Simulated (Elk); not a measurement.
# Mn3CuN: cost and accuracy of the number of empty states

Two starts of Mn3CuN are run at each rung of the number of empty states. Which rung is enough?

Calculated with Elk 11.2.3 (patched build); LDA (Perdew-Wang); all-electron APW+lo, Dirac cores, scalar-relativistic bands.

### 1. Set-up

The structure is cubic, space group Pm-3m (No. 221). Conventional cell: a = 3.829 Å, b = 3.829 Å, c = 3.829 Å, α = 90.00°, β = 90.00°, γ = 90.00°. Mn has 2 N at 1.91 Å nearest. Nearest to Cu lie 12 Mn at 2.71 Å. Nearest to N lie 6 Mn at 1.91 Å. Farther neighbours and most contacts between anions are not listed.

The cell comes from a database of computed structures and need not be the stable phase.

### 2. Rung 1 (2 empty states an atom), start ferro +++

Spin-polarised states are expanded in the spinless ones, so the number of empty states is a basis size that must be tested.

The last three numbers of an atom's line are a seed field in its sphere. It points against the wanted moment and shrinks by the factor reducebf each loop.

elk.in

```
tasks
  0

xctype
  3

rgkmax
  7.0

nempty
  2

swidth
  0.002

reducebf
  0.5

epsengy
  1e-05

maxscl
  100

lmaxi
  2

spinpol
  .true.

sppath
  './'

avec
  7.23547220310 0.00000000000 0.00000000000
  0.00000000000 7.23547220310 0.00000000000
  0.00000000000 0.00000000000 7.23547220310

atoms
  3
  'Mn.in'
  3
  0.0000000000 0.5000000000 0.5000000000   0.000000 0.000000 -0.262500
  0.5000000000 0.5000000000 0.0000000000   0.000000 0.000000 -0.262500
  0.5000000000 0.0000000000 0.5000000000   0.000000 0.000000 -0.262500
  'Cu.in'
  1
  0.0000000000 0.0000000000 0.0000000000   0.000000 0.000000 0.000000
  'N.in'
  1
  0.5000000000 0.5000000000 0.5000000000   0.000000 0.000000 0.000000

ngridk
  6 6 6
```

Launch:

```sh
$ OMP_NUM_THREADS=2 elk
```

Numbers of over 12 decimals in the logs are rounded to 6 here.

Output:

```text
Warning(init1): few empty states an atom for a second variation :    2.000000000
 they are its basis, with spin, DFT+U, afieldc (12 by default), in Hartree-Fock and RDMFT; 30 and more for pressures
Warning(gndstate): core states of species 2 leak from the muffin-tin :   0.1610815987E-03

--- INFO.OUT ---
┌─────────────────────────┐
│ Elk code version 11.2.3 │
└─────────────────────────┘

All units are atomic (Hartree, Bohr, etc.)

┌─────────────────────────────────────────────────┐
│ Ground-state run starting from atomic densities │
└─────────────────────────────────────────────────┘

Lattice vectors :
   7.235472203       0.000000000       0.000000000
   0.000000000       7.235472203       0.000000000
   0.000000000       0.000000000       7.235472203

Species : 1 (Mn)
 parameters loaded from : Mn.in
 name : manganese
 nuclear charge    :   -25.00000000
 electronic charge :    25.00000000
 atomic mass :    100145.9370
 muffin-tin radius :    2.038706344
 number of radial points in muffin-tin :    497
 inner part over the whole radius :   0.9968499980E-02
 number on inner part of muffin-tin    :    349
 approximate nuclear radius :   0.7074591925E-04
 number of mesh points to nuclear radius :    167
 atomic positions (lattice), magnetic fields (Cartesian) :
  1 :   0.00000000  0.50000000  0.50000000    0.00000000  0.00000000 -0.26250000
  2 :   0.50000000  0.50000000  0.00000000    0.00000000  0.00000000 -0.26250000
  3 :   0.50000000  0.00000000  0.50000000    0.00000000  0.00000000 -0.26250000

Species : 2 (Cu)
 parameters loaded from : Cu.in
 name : copper
 nuclear charge    :   -29.00000000
 electronic charge :    29.00000000
 atomic mass :    115837.2717
 muffin-tin radius :    2.400000000
 number of radial points in muffin-tin :    497
 inner part over the whole radius :   0.9893084826E-02
 number on inner part of muffin-tin    :    351
 approximate nuclear radius :   0.7406004541E-04
 number of mesh points to nuclear radius :    168
 atomic positions (lattice), magnetic fields (Cartesian) :
  1 :   0.00000000  0.00000000  0.00000000    0.00000000  0.00000000  0.00000000

Species : 3 (N)
 parameters loaded from : N.in
 name : nitrogen
 nuclear charge    :   -7.000000000
 electronic charge :    7.000000000
 atomic mass :    25532.65216
 muffin-tin radius :    1.529029758
 number of radial points in muffin-tin :    297
 inner part over the whole radius :   0.9941217662E-02
 number on inner part of muffin-tin    :    203
 approximate nuclear radius :   0.4939692610E-04
 number of mesh points to nuclear radius :     86
 atomic positions (lattice), magnetic fields (Cartesian) :
  1 :   0.50000000  0.50000000  0.50000000    0.00000000  0.00000000  0.00000000

Total number of atoms per unit cell :    5
Total muffin-tin volume :    179.3612202
 ratio of muffin-tin to unit cell volume :   0.4735086441

Spin treatment :
 spin-polarised
 global magnetic field (Cartesian) :    0.000000000       0.000000000       0.000000000
 collinear magnetisation in z-direction

Number of Bravais lattice symmetries :   48
Number of crystal symmetries         :   48
Crystal has inversion symmetry
Real symmetric eigensolver will be used

k-point grid :      6     6     6
k-point offset :    0.000000000       0.000000000       0.000000000
k-point set is reduced with full crystal symmetry group
Total number of k-points :       20

Muffin-tin radius times maximum |G+k| :    7.000000000
 using average radius
Maximum |G+k| for APW functions       :    3.484268948
Maximum (1/2)|G+k|²                   :    6.070065050
Maximum |G| for potential and density :    12.00000000
Constant for pseudocharge density :    7
 order of it for each species :   14  14  14
 order of it for pair densities of each species (exact exchange by exxq0 0: 14) :   10  14   4
Radial integration step length :    1

G-vector grid sizes :     28    28    28
Number of G-vectors :    11067

Maximum angular momentum used for
 APW functions            :    8
 outer part of muffin-tin :    6
 inner part of muffin-tin :    2

Number of empty states         :     10
Total number of valence states :     88
Total number of core states    :     44

Third-order local-orbitals added for an l without core states : T
Total number of local-orbitals :     99

Exchange-correlation functional :      3     0     0
 Perdew-Wang/Ceperley-Alder, Phys. Rev. B 45, 13244 (1992)
 gradient requirement :    0
 local density approximation (LDA)

Smearing type :    3
 Fermi-Dirac
Smearing width :   0.2000000000E-02
Effective electronic temperature (K) :    631.5500496

Mixing type :    3
 Broyden mixing, J. Phys. A: Math. Gen. 17, L317 (1984)

Kohn-Sham potential initialised from atomic data

┌──────────────────────────────┐
│ Self-consistent loop started │
└──────────────────────────────┘

┌─────────────────┐
│ Loop number : 1 │
└─────────────────┘

Energies :
 Fermi                       :     0.280098
 sum of occupied eigenvalues :     -2989.9360217618
 electron kinetic            :      5207.8969800359
 core electron kinetic       :      4690.1169499646
 Coulomb                     :     -10149.229390015
 Coulomb potential           :     -7932.9537134643
 nuclear-nuclear             :     -897.65165191788
 electron-nuclear            :     -10600.754765014
 Hartree                     :      1349.1770269168
 Madelung                    :     -6182.7525332826
 xc potential                :     -264.66894606671
 xc effective B-field        :    -0.119074
 external B-field            :      0.000000
 exchange                    :     -210.09302594195
 correlation                 :     -9.349441
 electron entropic           :    -0.24861736518226E-02
 total energy                :     -5160.7773629661
 (external B-field energy excluded from total)

Density of states at Fermi energy :    180.5589711
 (states/Hartree/unit cell)

Estimated indirect band gap :   0.1337142420E-02
 from k-point 8 to k-point 7
Estimated direct band gap   :   0.2423563107E-02
 at k-point 9

Charges :
 core                        :    44.00000000
 valence                     :    67.00000000
 interstitial                :    8.475942806
 muffin-tins (core leakage)
  species : 1 (Mn)
   atom 1                    :    24.66945527     ( -0.3447217864E-05)
   atom 2                    :    24.66945527     ( -0.3447217864E-05)
   atom 3                    :    24.66945527     ( -0.3447217864E-05)
  species : 2 (Cu)
   atom 1                    :    21.81940246     (  0.1886040005E-03)
  species : 3 (N)
   atom 1                    :    6.696288928     ( -0.6935303163E-06)
 total in muffin-tins        :    102.5240572
 total calculated charge     :    110.9993811
 total charge                :    111.0000000
 error                       :   0.6188859968E-03

Moments :
 interstitial                :   0.5008105183E-01
 muffin-tins
  species : 1 (Mn)
   atom 1                    :    1.460003253
   atom 2                    :    1.460003253
   atom 3                    :    1.460003253
  species : 2 (Cu)
   atom 1                    :  -0.3424463526
  species : 3 (N)
   atom 1                    :   0.4829430300E-01
 total in muffin-tins        :    4.085857709
 total moment                :    4.135938761

[... earlier loops left out ...]

┌──────────────────┐
│ Loop number : 30 │
└──────────────────┘

Energies :
 Fermi                       :     0.321313
 sum of occupied eigenvalues :     -2984.1830305927
 electron kinetic            :      5244.7144890066
 core electron kinetic       :      4690.6095233601
 Coulomb                     :     -10199.300180564
 Coulomb potential           :     -7935.2180693070
 nuclear-nuclear             :     -897.65165191788
 electron-nuclear            :     -10698.223808620
 Hartree                     :      1396.5752799738
 Madelung                    :     -6231.6911459105
 xc potential                :     -293.50160296622
 xc effective B-field        :    -0.177848
 external B-field            :      0.000000
 exchange                    :     -212.49719016759
 correlation                 :     -9.397605
 electron entropic           :    -0.22926119861886E-02
 total energy                :     -5176.4827794067
 (external B-field energy excluded from total)

Density of states at Fermi energy :    175.9669480
 (states/Hartree/unit cell)

Estimated indirect band gap :   0.3093605053E-03
 from k-point 9 to k-point 5
Estimated direct band gap   :   0.7232407141E-03
 at k-point 14

Charges :
 core                        :    44.00000000
 valence                     :    67.00000000
 interstitial                :    7.689769558
 muffin-tins (core leakage)
  species : 1 (Mn)
   atom 1                    :    23.08488592     ( -0.3447230625E-05)
   atom 2                    :    23.08488592     ( -0.3447230625E-05)
   atom 3                    :    23.08488592     ( -0.3447230625E-05)
  species : 2 (Cu)
   atom 1                    :    28.25605230     (  0.1610815987E-03)
  species : 3 (N)
   atom 1                    :    5.799520376     ( -0.6832170580E-06)
 total in muffin-tins        :    103.3102304
 total calculated charge     :    110.9995083
 total charge                :    111.0000000
 error                       :   0.4916867746E-03

Moments :
 interstitial                :   0.3698530417
 muffin-tins
  species : 1 (Mn)
   atom 1                    :    1.734222067
   atom 2                    :    1.734222067
   atom 3                    :    1.734222067
  species : 2 (Cu)
   atom 1                    :   0.1930026495
  species : 3 (N)
   atom 1                    :  -0.6055182233E-01
 total in muffin-tins        :    5.335117027
 total moment                :    5.704970069

┌──────────────────────────────┐
│ Self-consistent loop stopped │
└──────────────────────────────┘

Warning : core states of species 2 leak from the muffin-tin :   0.1610815987E-03

Wrote STATE.OUT
```

It took 3.6 min on 2 threads of Arm Neoverse N1, shared host; peak memory 0.14 GiB; 6.7 min of CPU time.

Spin moment in the muffin-tin sphere by atom:

```
atom  spin moment in the muffin-tin sphere (μB)
 Mn1                                       1.73
 Mn2                                       1.73
 Mn3                                       1.73
 Cu4                                       0.19
  N5                                      -0.06
```

Numbers from this step:

```
magnetization : 5.705 μB
final state   : ferromagnetic
```

After 30 cycles the largest moment stands at 1.73 μB.

### 3. Rung 1 (2 empty states an atom), start ferri ++-

The second start gives the energy difference between the two end states, the quantity that is followed up the ladder.

elk.in, as its differences from that of step 2:

```diff
@@ -44,3 +44,3 @@
   0.5000000000 0.5000000000 0.0000000000   0.000000 0.000000 -0.262500
-  0.5000000000 0.0000000000 0.5000000000   0.000000 0.000000 -0.262500
+  0.5000000000 0.0000000000 0.5000000000   0.000000 0.000000 0.262500
   'Cu.in'
```

Launch:

```sh
$ OMP_NUM_THREADS=2 elk
```

Output:

```text
Warning(init1): few empty states an atom for a second variation :    2.000000000
 they are its basis, with spin, DFT+U, afieldc (12 by default), in Hartree-Fock and RDMFT; 30 and more for pressures
Warning(gndstate): core states of species 2 leak from the muffin-tin :   0.1610761749E-03

--- INFO.OUT ---
┌─────────────────────────┐
│ Elk code version 11.2.3 │
└─────────────────────────┘

All units are atomic (Hartree, Bohr, etc.)

┌─────────────────────────────────────────────────┐
│ Ground-state run starting from atomic densities │
└─────────────────────────────────────────────────┘

Lattice vectors :
   7.235472203       0.000000000       0.000000000
   0.000000000       7.235472203       0.000000000
   0.000000000       0.000000000       7.235472203

Species : 1 (Mn)
 muffin-tin radius :    2.038706344
 atomic positions (lattice), magnetic fields (Cartesian) :
  1 :   0.00000000  0.50000000  0.50000000    0.00000000  0.00000000 -0.26250000
  2 :   0.50000000  0.50000000  0.00000000    0.00000000  0.00000000 -0.26250000
  3 :   0.50000000  0.00000000  0.50000000    0.00000000  0.00000000  0.26250000

Species : 2 (Cu)
 muffin-tin radius :    2.400000000
 atomic positions (lattice), magnetic fields (Cartesian) :
  1 :   0.00000000  0.00000000  0.00000000    0.00000000  0.00000000  0.00000000

Species : 3 (N)
 muffin-tin radius :    1.529029758
 atomic positions (lattice), magnetic fields (Cartesian) :
  1 :   0.50000000  0.50000000  0.50000000    0.00000000  0.00000000  0.00000000

Total number of atoms per unit cell :    5
Total muffin-tin volume :    179.3612202
 ratio of muffin-tin to unit cell volume :   0.4735086441

Spin treatment :
 spin-polarised
[...]
Madelung                    :     -6231.6374290785
 xc potential                :     -293.48962078759
 xc effective B-field        :    -0.181609
 external B-field            :      0.000000
 exchange                    :     -212.49175580012
 correlation                 :     -9.396734
 electron entropic           :    -0.19061061025608E-02
 total energy                :     -5176.4882762638
 (external B-field energy excluded from total)

Density of states at Fermi energy :    140.8547019
 (states/Hartree/unit cell)

Estimated indirect band gap :   0.1134523509E-03
 from k-point 6 to k-point 12
Estimated direct band gap   :   0.1072620518E-02
 at k-point 12

Charges :
 core                        :    44.00000000
 valence                     :    67.00000000
 interstitial                :    7.701117758
 muffin-tins (core leakage)
  species : 1 (Mn)
   atom 1                    :    23.08212445     ( -0.3447230387E-05)
   atom 2                    :    23.08212445     ( -0.3447230387E-05)
   atom 3                    :    23.06833319     ( -0.3447230190E-05)
  species : 2 (Cu)
   atom 1                    :    28.26020520     (  0.1610761749E-03)
  species : 3 (N)
   atom 1                    :    5.806094957     ( -0.6798112966E-06)
 total in muffin-tins        :    103.2988822
 total calculated charge     :    110.9995641
 total charge                :    111.0000000
 error                       :   0.4358642312E-03

Moments :
 interstitial                :   0.2933542040E-01
 muffin-tins
  species : 1 (Mn)
   atom 1                    :    1.440288721
   atom 2                    :    1.440288721
   atom 3                    :   -2.240930731
  species : 2 (Cu)
   atom 1                    :   0.1732791736E-01
  species : 3 (N)
   atom 1                    :  -0.1834468164E-01
 total in muffin-tins        :   0.6386299473
 total moment                :   0.6679653677

┌──────────────────────────────┐
│ Self-consistent loop stopped │
└──────────────────────────────┘

Warning : core states of species 2 leak from the muffin-tin :   0.1610761749E-03

Wrote STATE.OUT
```

Wall time 6.7 min (2 threads); peak memory 0.14 GiB; 13 min of CPU time.

Spin moment in the muffin-tin sphere by atom:

```
atom  spin moment in the muffin-tin sphere (μB)
 Mn1                                       1.44
 Mn2                                       1.44
 Mn3                                      -2.24
 Cu4                                       0.02
  N5                                      -0.02
```

This step gave:

| Property | Result |
| --- | --- |
| magnetization | 0.6680 μB |
| final state | ferrimagnetic |

This start lies -49.9 meV a seeded atom from the first; its largest moment is 2.24 μB.

### 4. Rung 2 (4 empty states an atom), start ferro +++

elk.in, as its differences from that of step 3:

```diff
@@ -10,3 +10,3 @@
 nempty
-  2
+  4
 
@@ -44,3 +44,3 @@
   0.5000000000 0.5000000000 0.0000000000   0.000000 0.000000 -0.262500
-  0.5000000000 0.0000000000 0.5000000000   0.000000 0.000000 0.262500
+  0.5000000000 0.0000000000 0.5000000000   0.000000 0.000000 -0.262500
   'Cu.in'
```

Launch:

```sh
$ OMP_NUM_THREADS=2 elk
```

Output:

```text
Warning(init1): few empty states an atom for a second variation :    4.000000000
 they are its basis, with spin, DFT+U, afieldc (12 by default), in Hartree-Fock and RDMFT; 30 and more for pressures
Warning(gndstate): core states of species 2 leak from the muffin-tin :   0.1610254633E-03

--- INFO.OUT ---
┌─────────────────────────┐
│ Elk code version 11.2.3 │
└─────────────────────────┘

All units are atomic (Hartree, Bohr, etc.)

┌─────────────────────────────────────────────────┐
│ Ground-state run starting from atomic densities │
[...]
Moments :
 interstitial                :   0.3279726890
 muffin-tins
  species : 1 (Mn)
   atom 1                    :    1.941847972
   atom 2                    :    1.941847972
   atom 3                    :    1.941847972
  species : 2 (Cu)
   atom 1                    :   0.1664882433
  species : 3 (N)
   atom 1                    :  -0.8834380766E-01
 total in muffin-tins        :    5.903688352
 total moment                :    6.231661041

┌──────────────────────────────┐
│ Self-consistent loop stopped │
└──────────────────────────────┘

Warning : core states of species 2 leak from the muffin-tin :   0.1610254633E-03

Wrote STATE.OUT

[key lines of the parts left out:]
total energy                :     -5176.4847391032
```

Elapsed: 3.9 min, on 2 threads; peak memory 0.14 GiB; 7.2 min of CPU time.

This step gave:

| Quantity | Value |
| --- | --- |
| magnetization | 6.232 μB |
| final state | ferromagnetic |
| largest moment | 1.942 μB |

The largest moment moves by +0.21 μB from rung 1, at 1.1 times its CPU time.

### 5. Rung 2 (4 empty states an atom), start ferri ++-

elk.in, as its differences from that of step 4:

```diff
@@ -44,3 +44,3 @@
   0.5000000000 0.5000000000 0.0000000000   0.000000 0.000000 -0.262500
-  0.5000000000 0.0000000000 0.5000000000   0.000000 0.000000 -0.262500
+  0.5000000000 0.0000000000 0.5000000000   0.000000 0.000000 0.262500
   'Cu.in'
```

Launch:

```sh
$ OMP_NUM_THREADS=2 elk
```

Output:

```text
Warning(init1): few empty states an atom for a second variation :    4.000000000
 they are its basis, with spin, DFT+U, afieldc (12 by default), in Hartree-Fock and RDMFT; 30 and more for pressures
Warning(gndstate): core states of species 2 leak from the muffin-tin :   0.1610745056E-03

--- INFO.OUT ---
┌─────────────────────────┐
│ Elk code version 11.2.3 │
└─────────────────────────┘

All units are atomic (Hartree, Bohr, etc.)

┌─────────────────────────────────────────────────┐
│ Ground-state run starting from atomic densities │
[...]
Moments :
 interstitial                :   0.1380244549E-01
 muffin-tins
  species : 1 (Mn)
   atom 1                    :    1.521623228
   atom 2                    :    1.521623228
   atom 3                    :   -2.356947068
  species : 2 (Cu)
   atom 1                    :   0.1072664439E-01
  species : 3 (N)
   atom 1                    :  -0.2196721626E-01
 total in muffin-tins        :   0.6750588169
 total moment                :   0.6888612624

┌──────────────────────────────┐
│ Self-consistent loop stopped │
└──────────────────────────────┘

Warning : core states of species 2 leak from the muffin-tin :   0.1610745056E-03

Wrote STATE.OUT

[key lines of the parts left out:]
total energy                :     -5176.4901687975
```

Run time: 7.7 min. Hardware: 2 threads; peak memory 0.15 GiB; 15 min of CPU time.

Read from the output:

| Item | Value |
| --- | --- |
| magnetization | 0.6889 μB |
| final state | ferrimagnetic |
| largest moment | 2.357 μB |

This start lies -49.2 meV a seeded atom from the first, a change of +0.6 meV since rung 1; its largest moment is 2.36 μB.

(Part 1 of 2 ends here.)

[Logs and program files are shortened in this print: banners, set-up blocks, solver, clock and traceback lines can be left out without a mark of their own.]

[Logs are printed without paths, hosts, clocks, repeated set-up lines and the standing remarks that a program may print on its own settings, such as how far it seeks lower states.]

[Hosts, paths, dates, database ids (printed as entryN), source tags and the programs' standing remarks are cut or masked in the printed files.]

[Where a cell is said to come from a database of computed structures, the database is the Materials Project.]
